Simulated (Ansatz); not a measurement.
## Sensitivity of the G0W0 gap of ZnSe (Stilleite)

Aim: change settings of a G0W0 run on ZnSe (Stilleite) and see what moves.

Calculated with Ansatz 0.2.0; G0W0 on PBE, plane waves, PAW; PAW set soft_1.

Most raw output is cut from this account.

## 1. Starting point

Symmetry: F-43m, No. 216, cubic system. Conventional cell: a = 5.668 Å, b = 5.668 Å, c = 5.668 Å, α = 90.00°, β = 90.00°, γ = 90.00°. Zn has 4 Se at 2.45 Å nearest. Nearest to Se lie 4 Zn at 2.45 Å. Farther neighbours and most contacts between anions are not listed.

The cell and positions come from the Crystallography Open Database and are kept as given unless a step says otherwise.

## 2. The base run: 4×4×4 mesh, 103 empty bands, screening to 100 eV, PAW set soft_1 files

Now the one-shot GW correction: screening in the RPA, then the self-energy of the levels asked for. This step takes PAW set soft_1 files.

input.yaml

```yaml
crystal:
  lattice:
    - [0.0, 2.8338, 2.8338]
    - [2.8338, 0.0, 2.8338]
    - [2.8338, 2.8338, 0.0]
  atoms:
    - { symbol: Zn, position: [0.0, 0.0, 0.0] }
    - { symbol: Se, position: [0.25, 0.25, 0.25] }
kpoints:
  mp_grid: { grid: [4, 4, 4] }
hamiltonian:
  xc: pbe
  pseudopotentials: { kind: paw, azcp: { folder: soft_1 } }
scf:
  occupations: { method: fixed }
gw:
  n_empty_bands: 103
  ecut_chi: 100
  qp_bands: [v2, c2]
  qp_kpoints: band_edges
  screening: { model: contour_deformation }
```

Launch:

```sh
ansatz run input.yaml --threads 3 --pin off --max-ram 92160MiB --backend cuda --events-out ev --progress --plain --runs-dir out --devices 1 --max-vram 13GiB
```

It took 11 s on 1 × NVIDIA H100 80GB HBM3 (shared by 6 runs) with 3 threads of AMD EPYC 7R13 (Zen 3), shared host; peak memory 1 GiB; 11 s of CPU time.

Numbers from this step:

- bands summed: 117
- RPA ε∞ on this mesh (eigenvalues): 13.66, 13.66, 13.66
- plane waves in the screening matrix: 113
- q-points in the mesh: 64
- G0W0 gap on the mesh: 2.315 eV
- k of the valence top: 0, 0, 0
- k of the conduction bottom: 0, 0, 0
- starting gap on the mesh: 1.272 eV
- Z at the valence top: 0.7525
- Z at the conduction bottom: 0.7765
- least direct G0W0 gap on the computed points: 2.315 eV

The gap on the mesh goes from 1.27 eV to 2.32 eV, a correction of +1.04 eV. Between the two edge states, bare exchange in place of the xc potential would open the gap by 7.42 eV, and correlation takes back 6.37 eV.

## 3. Variant: wider window of levels

Edit input.yaml of step 2 so:

```diff
@@ -18,4 +18,4 @@
   ecut_chi: 100
-  qp_bands: [v2, c2]
-  qp_kpoints: band_edges
+  qp_bands: [v6, c6]
+  qp_kpoints: [[0, 0, 0]]
   screening: { model: contour_deformation }
```

It took 8.9 s on 1 × NVIDIA H100 80GB HBM3 (shared by 6 runs) with 3 threads; peak memory 1 GiB; 7.7 s of CPU time.

Absolute levels on the run's own zero. QP, by row:

```csv
k index,band,KS (eV),Sigma_x (eV),Sigma_c (eV),Vxc (eV),Z,QP linearised (eV),QP (eV),source,doubts
0,9,0.0012,-48.21,9.386,-37.02,0.6723,-1.809,-1.8,root,
0,10,0.3688,-51.01,9.646,-39.45,0.6795,-1.556,-1.554,root,
0,11,0.3688,-51.01,9.646,-39.45,0.6795,-1.556,-1.554,root,
0,12,6.572,-21.96,2.443,-18.86,0.7525,5.897,5.915,root,
0,13,6.572,-21.96,2.443,-18.86,0.7525,5.897,5.915,root,
0,14,6.572,-21.96,2.443,-18.86,0.7525,5.897,5.915,root,
0,15,7.844,-9.518,-3.93,-13.83,0.7765,8.235,8.23,root,
0,16,12.36,-6.915,-4.453,-11.64,0.7612,12.64,12.63,root,
0,17,12.36,-6.915,-4.453,-11.64,0.7612,12.64,12.63,root,
0,18,12.36,-6.915,-4.453,-11.64,0.7612,12.64,12.63,root,
0,19,16.47,-4.284,-5.522,-9.866,0.7304,16.53,16.53,root,
0,20,18.04,-7.679,-5.088,-13.02,0.7526,18.3,18.3,root,
```

Against the base:

| setting | base | variant |
| --- | --- | --- |
| levels asked | v2 to c2 | v6 to c6 |
| points asked | band edges | [[0, 0, 0]] |

## 4. Variant: all filled levels at the zone centre

Edit input.yaml of step 3 so:

```diff
@@ -18,3 +18,3 @@
   ecut_chi: 100
-  qp_bands: [v6, c6]
+  qp_bands: [lowest, c2]
   qp_kpoints: [[0, 0, 0]]
```

Elapsed: 8.5 s, on 1 × NVIDIA H100 80GB HBM3 (shared by 6 runs) with 3 threads; peak memory 1 GiB.

Absolute levels on the run's own zero. QP, by row:

| k index | band | KS (eV) | Sigma_x (eV) | Sigma_c (eV) | Vxc (eV) | Z | QP linearised (eV) | QP (eV) | source | doubts |
| --- | --- | --- | --- | --- | --- | --- | --- | --- | --- | --- |
| 0 | 1 | -40.25 | -72.75 | 13.34 | -54.72 | 0.6584 | -45.47 | -44.94 | root | energies_apart |
| 0 | 2 | -40.25 | -72.75 | 13.34 | -54.72 | 0.6584 | -45.47 | -44.94 | root | energies_apart |
| 0 | 3 | -40.25 | -72.75 | 13.34 | -54.72 | 0.6584 | -45.47 | -44.94 | root | energies_apart |
| 0 | 4 | -40.25 | -72.75 | 13.34 | -54.73 | 0.6582 | -45.46 | -44.93 | root | energies_apart |
| 0 | 5 | -40.25 | -72.75 | 13.34 | -54.73 | 0.6582 | -45.46 | -44.93 | root | energies_apart |
| 0 | 6 | -6.692 | -23.4 | 7.125 | -15.84 | 0.6316 | -7.135 | -7.126 | root |  |
| 0 | 7 | 0.0012 | -48.21 | 9.386 | -37.02 | 0.6723 | -1.809 | -1.8 | root |  |
| 0 | 8 | 0.0012 | -48.21 | 9.386 | -37.02 | 0.6723 | -1.809 | -1.8 | root |  |
| 0 | 9 | 0.0012 | -48.21 | 9.386 | -37.02 | 0.6723 | -1.809 | -1.8 | root |  |
| 0 | 10 | 0.3688 | -51.01 | 9.646 | -39.45 | 0.6795 | -1.556 | -1.554 | root |  |
| 0 | 11 | 0.3688 | -51.01 | 9.646 | -39.45 | 0.6795 | -1.556 | -1.554 | root |  |
| 0 | 12 | 6.572 | -21.96 | 2.443 | -18.86 | 0.7525 | 5.897 | 5.915 | root |  |
| 0 | 13 | 6.572 | -21.96 | 2.443 | -18.86 | 0.7525 | 5.897 | 5.915 | root |  |
| 0 | 14 | 6.572 | -21.96 | 2.443 | -18.86 | 0.7525 | 5.897 | 5.915 | root |  |
| 0 | 15 | 7.844 | -9.518 | -3.93 | -13.83 | 0.7765 | 8.235 | 8.23 | root |  |
| 0 | 16 | 12.36 | -6.915 | -4.453 | -11.64 | 0.7612 | 12.64 | 12.63 | root |  |

Against the base:

```csv
setting,base,variant
levels asked,v2 to c2,lowest to c2
points asked,band edges,"[[0, 0, 0]]"
```

## 5. Variant: accuracy level

Edit input.yaml of step 4 so:

```diff
@@ -18,4 +18,5 @@
   ecut_chi: 100
-  qp_bands: [lowest, c2]
-  qp_kpoints: [[0, 0, 0]]
+  qp_bands: [v2, c2]
+  qp_kpoints: band_edges
   screening: { model: contour_deformation }
+accuracy: low
```

Run time: 8.7 s. Hardware: 1 × NVIDIA H100 80GB HBM3 (shared by 6 runs) with 3 threads; peak memory 1 GiB.

The G0W0 gap on the mesh is 2.315 eV.

Against the base:

```
 setting  base  variant
accuracy     -      low
```

```csv
quantity,variant,base
starting gap on the mesh,1.272,1.272
G0W0 gap on the mesh,2.315,2.315
least direct G0W0 gap on the computed points,2.315,2.315
Z at the valence top,0.753,0.753
Z at the conduction bottom,0.777,0.777
```

## 6. Summary of results

* base: 2.32 eV, 11 s
* wider window of levels: direct gap at the listed points 2.32 eV, 8.9 s
* all filled levels at the zone centre: direct gap at the listed points 2.32 eV, 8.5 s
* accuracy level: 2.31 eV, 8.7 s

In words: Wider window of levels: only the listed points were computed; the least direct gap there is 2.32 eV, with levels asked and points asked changed against the base. All filled levels at the zone centre: only the listed points were computed; the least direct gap there is 2.32 eV, with levels asked and points asked changed against the base. Accuracy level: the gap moves by −0.001 eV. All runs here use a coarse mesh and modest cutoffs; they test settings and are not final values. The 4×4×4 mesh is coarse for this cell (its supercell is 16 Å along the shortest edge). The RPA ε∞ on it, from the PBE start, is 13.66; such meshes misread the long-range screening, most where the gap is narrow. The many-body steps are scalar-relativistic: spin-orbit coupling is not in them.

[Paths, hosts, dates, memory and timing lines, banners, echoed tables and standing remarks are left out of the program output.]

[Logs are printed without paths, hosts, clocks, repeated set-up lines and the standing remarks that a program may print on its own settings, such as how far it seeks lower states.]

[Runs of the session that timed out or met a known fault of the program may be left out.]

[Cells called generated may have been cut or substituted from an entry of the Crystallography Open Database or the Materials Project.]

[Hosts, paths, dates, database ids (printed as entryN), source tags and the programs' standing remarks are cut or masked in the printed files.]
